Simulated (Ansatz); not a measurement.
**Grüneisen parameters and expansion of Pt (Fm-3m)**

Aim: how the vibrations of Pt shift with volume, and the expansion that follows.

Method: DFT LDA, scalar-relativistic, plane waves, PAW; PAW set soft_1, in Ansatz 0.2.0.

## Step 1: The structure

It takes space group Fm-3m (No. 225, cubic). Conventional cell: a = 3.922 Å, b = 3.922 Å, c = 3.922 Å, α = 90.00°, β = 90.00°, γ = 90.00°. Pt has 12 Pt at 2.77 Å nearest.

## Step 2: Probe on a coarse mesh

A cheap single point shows whether the cell is a metal or an insulator and how far it is from rest; that sets the k-mesh and the occupations of what follows.

Contents of input.yaml:

```yaml
crystal:
  lattice:
    - [0.0, 1.9609, 1.9609]
    - [1.9609, 0.0, 1.9609]
    - [1.9609, 1.9609, 0.0]
  atoms:
    - { symbol: Pt, position: [0.0, 0.0, 0.0] }
kpoints:
  mp_grid: { grid: [8, 8, 8] }
hamiltonian:
  xc: lda
  pseudopotentials: { kind: paw, azcp: { folder: soft_1 }, xc_functional: pbe }
scf:
  occupations: { method: gaussian, width: 0.1 }
  lower_state_search: "off"
output:
  forces: true
  stress: true
  eigenvalues: true
```

Run with:

```
$ ansatz run input.yaml --threads 8 --pin off --max-ram 16384MiB --backend cpu --events-out ev --progress --plain --runs-dir out
```

Numbers of over 12 decimals in the logs are rounded to 6 here.

What it wrote:

```text
Engine: ansatz 0.2.0, aarch64-unknown-linux-gnu
Pseudopotentials: kind: paw
Pseudopotential: Pt, paw, valence charge 18, recommended cutoff 420 eV (normal), soft_1/Pt.paw.azcp
Functional definition: SPW92
  exchange = slater_x
  correlation = pw_c
Crystal: 1 atoms, lattice volume = 15.080 Å³
Basis set: ecut = 420 eV, 283 PW (Γ)
Bands: 13, of which v1, the nominal top of the filled ones, is band 9 counted from 1 (8 counted from 0)
Symmetry: 48 space group operations
Space group: Fm-3m (ITA 225), of the structure as read, at distance tolerance 2.5e-5 Å
k-points: 29 of 512
Non-local potential: Pt, projectors of the file, l = 0: 3, l = 1: 2, l = 2: 2, l = 3: 1
PAW form: soft (Blöchl's): semilocal exchange-correlation on the pseudo side does not see the compensation charge
PAW frozen core: Pt, regenerated for the run's functional, and the local potential with it (the file was generated under x = pbe(κ = 0.804, μ = 0.219515), c = pbe(β = 0.066725))
PAW one-centre angular grid: Pt, 590 points (default); XC on 64 Gauss nodes
Initial density: superposition of atomic densities (chi_scale 0.1, normalization cell)
Initial wavefunctions: pseudopotential atomic-orbital guess
Functional: x = slater, c = lda
SCF iter   1: F=—  HF=-12246.710561 eV  |F-HF|=—  |Δ(HF+E_count)|=         —  Δρ=9.46e-2  dr2=1.26e0  ethr=3.10e-3  ⟨swp⟩=5.0  Hψ=1932  notcnv=0
preconditioner: auto → none  [metal: Δε(μ)=0.054 eV  Ē_g=13.912 eV  σ=0.100 eV  W_gap=0.30  n_scr=8 (ndim 8)  ℏωp=30.2 eV  f_vac=0.000  D(μ)=1.48/eV (n_scr^D=14)  sad-step TF]
SCF iter   2: F=—  HF=-12246.343699 eV  |F-HF|=—  |Δ(HF+E_count)|=   3.67e-1  Δρ=4.33e-2  dr2=2.48e-1  ethr=3.10e-3  ⟨swp⟩=2.4  Hψ=764  notcnv=0  defer=4
SCF iter   3: F=—  HF=-12246.261730 eV  |F-HF|=—  |Δ(HF+E_count)|=   8.20e-2  Δρ=4.72e-3  dr2=1.23e-3  ethr=1.38e-3  ⟨swp⟩=2.0  Hψ=617  notcnv=0  defer=4
SCF iter   4: F=—  HF=-12246.262546 eV  |F-HF|=—  |Δ(HF+E_count)|=   8.15e-4  Δρ=1.54e-4  dr2=1.85e-6  ethr=6.84e-6  ⟨swp⟩=2.3  Hψ=636  notcnv=0  defer=4
SCF iter   5: F=—  HF=-12246.262548 eV  |F-HF|=—  |Δ(HF+E_count)|=   2.44e-6  Δρ=6.02e-5  dr2=4.48e-7  ethr=5.56e-10  ⟨swp⟩=6.4  Hψ=1881  notcnv=0
SCF iter   6: F=-12246.262548 eV  HF=-12246.262548 eV  |F-HF|=4.73e-9  |Δ(HF+E_count)|=   1.41e-7  Δρ=6.43e-6  dr2=5.52e-9  ethr=5.56e-10  ⟨swp⟩=3.1  Hψ=1419  notcnv=0
SCF 1 converged in 6 iterations: F = -12246.262548 eV  dr2 = 5.52e-9
  greatest PAW one-centre occupation: 1.000 electrons in one spin orbital (limit 2), on the Pt atom at site 0 (counted from 0), in its partial waves of l = 0
SCF converged after 6 iterations
Free energy (F): -12246.262548 eV
Harris-Foulkes:  -12246.262548 eV  (|F-HF|=4.73e-9)
Internal energy: -12246.253655 eV  (E = F + TS)
E sigma→0 (E₀):  -12246.258101 eV
Entropy (-TS):   -0.008893 eV (-8.893 meV/atom)
Fermi energy:    22.968227 eV
--- Per-component energies (eV) ---
  E_band       = -136.249636
  E_kinetic    = 596.878914
  E_local      = -1429.825738  (includes V_loc(G=0)·N_el)
  E_nonlocal   = 210.875662
  E_hartree    = 540.401510
  E_xc         = -231.171337
  E_vxc        = -271.300153  (∫ρ·V_xc dr)
  E_paw        = -9206.736321  (= ΣΔE_a)
  E_vpaw       = -323.685942  (= ΣTr[D̂ρ^β])
  E_aug_tail   = 0.001091  (compensation charges beyond the density's cutoff)
  E_ewald      = -2727.141345
  E_core_change = 0.463908  (= ΣΔE_core)
  E_smearing   = -0.008893  (= −TS)
  E_closure    = 0.000000  (closes the sum)
  Σ components = -12246.262548   (vs F -12246.262548, Δ=0.00e0)
--- Forces (eV/Å), atoms counted from 1 ---
  atom   1  Pt    -0.00000000    -0.00000000     0.00000000
  max |Σ_I F_I| component: 1.64e-31 eV/Å
--- Stress (GPa, compression-positive) ---
       -6.859090       0.000000      -0.000000
        0.000000      -6.859090      -0.000000
       -0.000000      -0.000000      -6.859090
  P = ⅓ Tr σ = -6.8591 GPa (-68.591 kbar)
--- Band table (eV; the first three rows and the last of 29) ---
  k-point 0: bands = [... 5 lower, 19.1846, 19.1846, 19.1846, 21.3720, 21.3720, 37.6925, 42.5681, 42.5681]
  k-point 1: bands = [... 5 lower, 18.9444, 19.4057, 19.4057, 21.2710, 21.2710, 38.5749, 40.1347, 43.4934]
  k-point 2: bands = [... 5 lower, 18.8423, 19.5661, 19.5661, 21.5470, 21.5470, 36.2990, 39.4089, 45.5481]
  k-point 28: bands = [... 5 lower, 18.4295, 18.4295, 20.9932, 23.4949, 30.0210, 31.2718, 31.2718, 35.0856]
```

It took 0.73 s on 8 threads of Arm Neoverse V2, shared host; peak memory 0.25 GiB.

The column dr2 measures how far the density is from self-consistency, as an energy; F and HF (Harris–Foulkes) agree once it is small.

This step gave:

- pressure: -6.859 GPa
- volume per atom: 15.08 Å³/atom
- gap on the k-mesh: 0 eV

The start is under -6.9 GPa at this level and looks like a metal on this mesh.

## Step 3: Finding the static equilibrium

Phonons are second derivatives about a minimum, so cell and atoms are relaxed first, inside the symmetry of the start.

input.yaml, the sections that differ from step 2:

```yaml
kpoints:
  mp_grid: { grid: [18, 18, 18] }
output:
  forces: true
  stress: true
  eigenvalues: true
  write_density: true
  write_potential: true
  elf: true
  volumetric_format: npy
relax:
  adjacent_minimum: "off"
  f_tol: 0.005
  max_steps: 80
  cell: { stress_tol: 0.05 }
# crystal, hamiltonian, scf: as in step 2
```

What it wrote:

```text
[...]
Crystal: 1 atoms, lattice volume = 15.080 Å³
Basis set: ecut = 420 eV, 283 PW (Γ)
Bands: 13, of which v1, the nominal top of the filled ones, is band 9 counted from 1 (8 counted from 0)
Symmetry: 48 space group operations
[...]
k-points: 195 of 5832
[...]
SCF iter   1: F=—  HF=-12246.701814 eV  |F-HF|=—  |Δ(HF+E_count)|=         —  Δρ=9.35e-2  dr2=1.23e0  ethr=3.10e-3  ⟨swp⟩=4.9  Hψ=12991  notcnv=0
[...]
SCF iter   6: F=-12246.271705 eV  HF=-12246.271705 eV  |F-HF|=3.85e-9  |Δ(HF+E_count)|=   2.97e-7  Δρ=5.69e-6  dr2=4.44e-9  ethr=5.56e-10  ⟨swp⟩=5.1  Hψ=14220  notcnv=0
SCF 1 converged in 6 iterations: F = -12246.271705 eV  dr2 = 4.44e-9
[...]
relax step   1: F+E_penalty+E_count = -12246.27170481 eV  Δ(F+E_penalty+E_count) = +0.000e0 eV  max|allowed force component| = 0.000e0 eV/Å  Δτ_max = 0.0000 Å  P = -6.276 GPa  Ω = 15.080 Å³  (6 SCF iters, dr2 threshold 1.00e-7 eV, accepted)
Crystal: 1 atoms, lattice volume = 14.170 Å³
[...]
iter 1 solved again at ethr=7.21e-6 eV; its pass at ethr=3.10e-3 eV (dr2=1.30e-3 eV) is discarded
[...]
SCF iter   5: F=-12246.254088 eV  HF=-12246.254088 eV  |F-HF|=5.64e-10  |Δ(HF+E_count)|=   4.81e-8  Δρ=3.44e-6  dr2=6.12e-10  ethr=5.56e-10  ⟨swp⟩=7.2  Hψ=13720  notcnv=0
SCF 2 converged in 5 iterations: F = -12246.254088 eV  dr2 = 6.12e-10
relax step   2: F+E_penalty+E_count = -12246.25408809 eV  Δ(F+E_penalty+E_count) = +1.762e-2 eV  max|allowed force component| = 0.000e0 eV/Å  Δτ_max = 0.0000 Å  P = +13.887 GPa  Ω = 14.170 Å³  energy of the carried Pulay correction = +2.878e-4 eV  (5 SCF iters, dr2 threshold 1.00e-7 eV, rejected (line search))
Crystal: 1 atoms, lattice volume = 14.784 Å³
[...]
SCF iter   6: F=-12246.278224 eV  HF=-12246.278224 eV  |F-HF|=3.64e-12  |Δ(HF+E_count)|=  1.82e-11  Δρ=1.32e-7  dr2=1.64e-12  ethr=1.00e-12  ⟨swp⟩=5.3  Hψ=9928  notcnv=0
SCF 3 converged in 6 iterations: F = -12246.278224 eV  dr2 = 1.64e-12
relax step   3: F+E_penalty+E_count = -12246.27822400 eV  Δ(F+E_penalty+E_count) = -6.519e-3 eV  max|allowed force component| = 0.000e0 eV/Å  Δτ_max = 0.0000 Å  P = -0.569 GPa  Ω = 14.784 Å³  energy of the carried Pulay correction = +9.155e-5 eV  (6 SCF iters, accepted)
[...]
relax step   4: F+E_penalty+E_count = -12246.27828194 eV  Δ(F+E_penalty+E_count) = -5.794e-5 eV  max|allowed force component| = 0.000e0 eV/Å  Δτ_max = 0.0000 Å  P = +0.029 GPa  Ω = 14.755 Å³  energy of the carried Pulay correction = +1.006e-4 eV  (3 SCF iters, dr2 threshold 1.00e-7 eV, accepted)
[...]
SCF iter   5: F=-12246.278169 eV  HF=-12246.278169 eV  |F-HF|=7.28e-12  |Δ(HF+E_count)|=  1.27e-11  Δρ=8.06e-8  dr2=2.11e-13  ethr=1.00e-12  ⟨swp⟩=4.0  Hψ=8480  notcnv=0
SCF 5 converged in 5 iterations: F = -12246.278169 eV  dr2 = 2.11e-13
relax step   5: F+E_penalty+E_count = -12246.27816946 eV  Δ(F+E_penalty+E_count) = +1.125e-4 eV  max|allowed force component| = 0.000e0 eV/Å  Δτ_max = 0.0000 Å  P = +0.037 GPa  Ω = 14.755 Å³  stress off target by 3.72e-2 GPa  SCF on the basis re-selected at this cell (its energy is not comparable with the rows above)  (5 SCF iters)
basis re-selected at this cell: Δ(F+E_penalty+E_count) = +1.125e-4 eV, ΔP = +0.009 GPa vs the last step (what re-selecting the basis moved, of the pressure what is left beyond the Pulay correction that the steps carried, after the strain that the cell walked since its last selection, with what the two solves' SCF thresholds leave and, on support functions, any second-order correction that the steps lacked; it is no measure of the basis error at this ecutwfc). This SCF's stress stands 3.72e-2 GPa from its target on what of the cell is left free (relax.cell.stress_tol is 5.00e-2 GPa) and its largest allowed force component is 0.00e0 eV/Å (relax.f_tol is 5.00e-3 eV/Å): [rest of the remark cut]
SCF converged after 5 iterations
Free energy (F): -12246.278169 eV
[...]
Internal energy: -12246.267856 eV  (E = F + TS)
E sigma→0 (E₀):  -12246.273013 eV
Entropy (-TS):   -0.010313 eV (-10.313 meV/atom)
Fermi energy:    23.722118 eV
[...]
--- Stress (GPa, compression-positive) ---
        0.037172      -0.000000      -0.000000
       -0.000000       0.037172      -0.000000
       -0.000000      -0.000000       0.037172
  P = ⅓ Tr σ = 0.0372 GPa (0.372 kbar)
--- Band table (eV; the first three rows and the last of 195) ---
  k-point 0: bands = [... 5 lower, 19.7580, 19.7580, 19.7580, 22.0294, 22.0294, 38.3129, 43.3122, 43.3122]
  k-point 1: bands = [... 5 lower, 19.6998, 19.8099, 19.8099, 21.9996, 21.9996, 38.5133, 42.6509, 43.5083]
  k-point 2: bands = [... 5 lower, 19.5506, 19.9459, 19.9459, 21.9357, 21.9357, 39.0613, 41.2627, 44.0788]
  k-point 194: bands = [... 5 lower, 18.5313, 19.4582, 21.7116, 24.2371, 30.9058, 31.3637, 32.7391, 35.9709]
--- Relaxed structure (4 steps of the walk, 3 accepted, 1 SCFs on fresh bases) ---
  F+E_penalty+E_count = -12246.27816946 eV   max|allowed force component| = 0.000e0 eV/Å   (the final SCF, on the basis selected at the relaxed cell)
  cell:  # Å, volume = 14.7553 Å³
    - [0, 1.946733, 1.946733]
    - [1.946733, 0, 1.946733]
    - [1.946733, 1.946733, 0]
  atoms:
    - { symbol: Pt, position: [0.0, 0.0, 0.0] }
```

Run time: 1.9 s. Hardware: 8 threads; peak memory 0.33 GiB.

Step by step:

```csv
step,energy less that of the first step (eV),largest force component (eV/Å),pressure (GPa),volume (Å³)
1,0.0000,0.0000,-6.28,15.08
2,0.0176,0.0000,13.89,14.17
3,-0.0065,0.0000,-0.57,14.78
4,-0.0066,0.0000,0.03,14.76
5*,-0.0065,0.0000,0.04,14.76
```

Relaxation steps marked * repeat the geometry before them on a plane-wave basis chosen anew for their cell, so energy and pressure can jump there. Relaxation step 2 was tried and not accepted.

```csv
"conventional cell, symmetrised",before,after,change
a (Å),3.922,3.893,-0.7 %
b (Å),3.922,3.893,-0.7 %
c (Å),3.922,3.893,-0.7 %
volume (Å³/atom),15.08,14.76,-2.2 %
```

The relaxed structure:

```cif
data_structure
_symmetry_space_group_name_H-M 'P 1'
_symmetry_Int_Tables_number 1
_cell_length_a 2.7531
_cell_length_b 2.7531
_cell_length_c 2.7531
_cell_angle_alpha 60.000
_cell_angle_beta 60.000
_cell_angle_gamma 60.000
_cell_volume 14.76
loop_
_atom_site_label
_atom_site_type_symbol
_atom_site_fract_x
_atom_site_fract_y
_atom_site_fract_z
_atom_site_occupancy
Pt1 Pt 0.00000 0.00000 0.00000 1
```

This step gave:

```yaml
pressure: 0.03717 GPa
volume_per_atom: 14.76 Å³/atom
```

Valence density in the ac plane of the conventional cell at fractional y = 0.000, with atoms of Pt within 0.2 Å of it. It is the smooth field of the valence electrons, not physical close to the nuclei.

Ten even steps from '_' (0 e/Å³) to '@' (11 e/Å³), each cell a mean:
```
@@##--..______________..++%%
++==::________________..::++
::..____________________....
____________....____________
__________::--==--..________
________..==##%%**--________
________::++@@@@%%==..______
________..++%%@@##--..______
________..::++++==::________
__________....::..__________
..________________________..
==--..__________________::--
%%**--________________..==##
@@%%==..______________::++@@
```
Columns run along a (3.9 Å), rows up along c (3.9 Å), edges of the conventional cell, whose origin can differ from the input's. Atoms in or near the plane, at fractional coordinates: Pt at (0.00, 0.00), Pt at (0.50, 0.50).

Electrostatic potential energy in the ac plane of the conventional cell at fractional y = 0.000, with atoms of Pt within 0.2 Å of it. With pseudopotentials it is smooth inside the atoms' cores, unlike the true potential.

Ten even steps from '0' (-51 eV) to '9' (27 eV), each cell a mean:
```
00269999998510
12489999999631
45799999999865
88999866789998
99997422358999
99985200137999
99984100026999
99985100026999
99996311248999
99998654579999
67899988899986
23589999999742
01379999998520
00269999998410
```
Columns run along a (3.9 Å; values clipped at the 3rd and 97th percentile), rows up along c (3.9 Å), edges of the conventional cell, whose origin can differ from the input's. Atoms in or near the plane, at fractional coordinates: Pt at (0.00, 0.00), Pt at (0.50, 0.50).

ELF in the ac plane of the conventional cell at fractional y = 0.000, with atoms of Pt within 0.2 Å of it. It is the smooth field of the valence electrons, not physical close to the nuclei.

Values, 14 rows by 14 columns, each cell a mean:
```
0.58 0.57 0.54 0.40 0.26 0.19 0.15 0.14 0.17 0.22 0.31 0.47 0.56 0.58
0.57 0.54 0.46 0.33 0.25 0.22 0.19 0.19 0.20 0.23 0.28 0.39 0.49 0.56
0.50 0.44 0.34 0.28 0.27 0.25 0.26 0.27 0.26 0.26 0.28 0.31 0.39 0.47
0.32 0.29 0.27 0.28 0.28 0.33 0.40 0.43 0.37 0.31 0.28 0.28 0.28 0.31
0.21 0.22 0.24 0.27 0.34 0.46 0.54 0.56 0.51 0.41 0.31 0.26 0.23 0.22
0.16 0.18 0.22 0.29 0.44 0.54 0.57 0.58 0.56 0.51 0.37 0.26 0.20 0.17
0.13 0.16 0.21 0.32 0.50 0.57 0.58 0.60 0.58 0.56 0.43 0.27 0.19 0.14
0.14 0.17 0.22 0.31 0.47 0.56 0.58 0.58 0.57 0.54 0.40 0.26 0.19 0.15
0.19 0.20 0.23 0.28 0.39 0.49 0.56 0.57 0.54 0.46 0.33 0.25 0.22 0.19
0.27 0.26 0.26 0.28 0.31 0.39 0.47 0.50 0.44 0.34 0.28 0.27 0.25 0.26
0.43 0.37 0.31 0.28 0.28 0.28 0.31 0.32 0.29 0.27 0.28 0.28 0.33 0.40
0.56 0.51 0.41 0.31 0.26 0.23 0.22 0.21 0.22 0.24 0.27 0.34 0.46 0.54
0.58 0.56 0.51 0.37 0.26 0.20 0.17 0.16 0.18 0.22 0.29 0.44 0.54 0.57
0.60 0.58 0.56 0.43 0.27 0.19 0.14 0.13 0.16 0.21 0.32 0.50 0.57 0.58
```
Columns run along a (3.9 Å), rows up along c (3.9 Å), edges of the conventional cell, whose origin can differ from the input's. Atoms in or near the plane, at fractional coordinates: Pt at (0.00, 0.00), Pt at (0.50, 0.50).

The relaxation ends with a pressure of 0.04 GPa.

## Step 4: Relaxing to small residual forces and stress

The relaxation is repeated with tighter thresholds on force and stress, since phonons are sensitive to what is left; a change of mesh or smearing in the input moves the cell too.

Contents of input.yaml:

```yaml
crystal:
  lattice:
    - [0.0, 1.9467334241, 1.9467334241]
    - [1.9467334241, 0.0, 1.9467334241]
    - [1.9467334241, 1.9467334241, 0.0]
  atoms:
    - { symbol: Pt, position: [0.0, 0.0, 0.0] }
kpoints:
  mp_grid: { grid: [20, 20, 20] }
hamiltonian:
  xc: lda
  pseudopotentials: { kind: paw, azcp: { folder: soft_1 }, xc_functional: pbe }
scf:
  occupations: { method: methfessel_paxton, width: 0.2 }
  lower_state_search: "off"
output:
  forces: true
  stress: true
  eigenvalues: true
relax:
  adjacent_minimum: "off"
  f_tol: 0.001
  max_steps: 60
  cell: { stress_tol: 0.01 }
```

What it wrote:

```text
[...]
Crystal: 1 atoms, lattice volume = 14.755 Å³
Basis set: ecut = 420 eV, 283 PW (Γ)
Bands: 13, of which v1, the nominal top of the filled ones, is band 9 counted from 1 (8 counted from 0)
Symmetry: 48 space group operations
[...]
k-points: 256 of 8000
[...]
k-point 2: bands = [... 5 lower, 19.5898, 19.9195, 19.9195, 21.9548, 21.9548, 38.9319, 41.5667, 43.9395]
  k-point 255: bands = [... 5 lower, 18.9760, 18.9760, 21.6291, 24.2440, 30.8799, 32.0847, 32.0847, 35.9818]
--- Relaxed structure (3 steps of the walk, 2 accepted, 1 SCFs on fresh bases) ---
[...]
cell:  # Å, volume = 14.7543 Å³
    - [0, 1.946689, 1.946689]
    - [1.946689, 0, 1.946689]
    - [1.946689, 1.946689, 0]
  atoms:
    - { symbol: Pt, position: [0.0, 0.0, 0.0] }
[key lines of the parts left out:]
SCF converged after 5 iterations
Free energy (F): -12246.277518 eV
Fermi energy:    23.729113 eV
P = ⅓ Tr σ = 0.0003 GPa (0.003 kbar)
```

It took 1.8 s on 8 threads; peak memory 0.34 GiB.

Little changed from the start: no atom moved by 0.005 Å and no cell edge by 0.1 %.

This step gave:

| Item | Value |
| --- | --- |
| pressure | 3.04e-4 GPa |
| volume per atom | 14.75 Å³/atom |

The residual pressure is 3.0e-4 GPa, small enough for phonons.

[end of part 1 of 3]

[Logs are printed without paths, hosts, clocks, repeated set-up lines and the standing remarks that a program may print on its own settings, such as how far it seeks lower states.]

[Hosts, paths, dates, database ids (printed as entryN), source tags and the programs' standing remarks are cut or masked in the printed files.]

[A step with changed settings may run another functional than the one named; its input shows which.]

[Of the runs on displaced cells, only some may be shown.]
